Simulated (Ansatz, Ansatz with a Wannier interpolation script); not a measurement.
Planning a run of Ansatz 0.2.0 on AcOCl (P4/nmm). The input:

```yaml
crystal:
  lattice:
    - [4.25, 0.0, 0.0]
    - [0.0, 4.25, 0.0]
    - [0.0, 0.0, 7.08]
  atoms:
    - { symbol: Ac, position: [0.0, 0.5, 0.18] }
    - { symbol: Ac, position: [0.5, 0.0, 0.82] }
    - { symbol: Cl, position: [0.0, 0.5, 0.64] }
    - { symbol: Cl, position: [0.5, 0.0, 0.36] }
    - { symbol: O, position: [0.0, 0.0, 0.0] }
    - { symbol: O, position: [0.5, 0.5, 0.0] }
kpoints:
  mp_grid: { grid: [4, 4, 2] }
hamiltonian:
  xc: lda
scf:
  occupations: { method: fixed }
  n_extra_bands: 68
output:
  wannier:
    kmesh: [8, 8, 4]
    projections:
      - { species: Ac, l: d, shell: 6 }
      - { species: Ac, l: f, shell: 5 }
      - { species: Cl, l: p, shell: 3 }
      - { species: O, l: p, shell: 2 }
    minimise: true
    write_hr: true
    seedname: w
    conv_tol: 1.0e-07
    max_iter: 4000
    disentanglement:
      window: [5.3, 20.46]
      frozen_window: [5.3, 13.48]
      conv_tol: 1.0e-08
```

The database entry behind the starting cell is an old determination (1949), so it need not match the best structure at ambient conditions.

```sh
ansatz run input.yaml --threads 16 --pin off --max-ram 27648MiB --backend cpu --events-out ev --progress --plain --runs-dir out
```

How long will it take on 16 threads of Arm Neoverse N1, shared host, and how much memory?

It took 40 s; on shared hardware allow 20 s to 81 s. Peak host memory was 2.6 GiB.

[Paths, hosts, dates, memory and timing lines, banners, echoed tables and standing remarks are left out of the program output.]

[Logs are printed without paths, hosts, clocks, repeated set-up lines and the standing remarks that a program may print on its own settings, such as how far it seeks lower states.]

[Runs of the session that timed out or met a known fault of the program may be left out.]

[Hosts, paths, dates, database ids (printed as entryN), source tags and the programs' standing remarks are cut or masked in the printed files.]
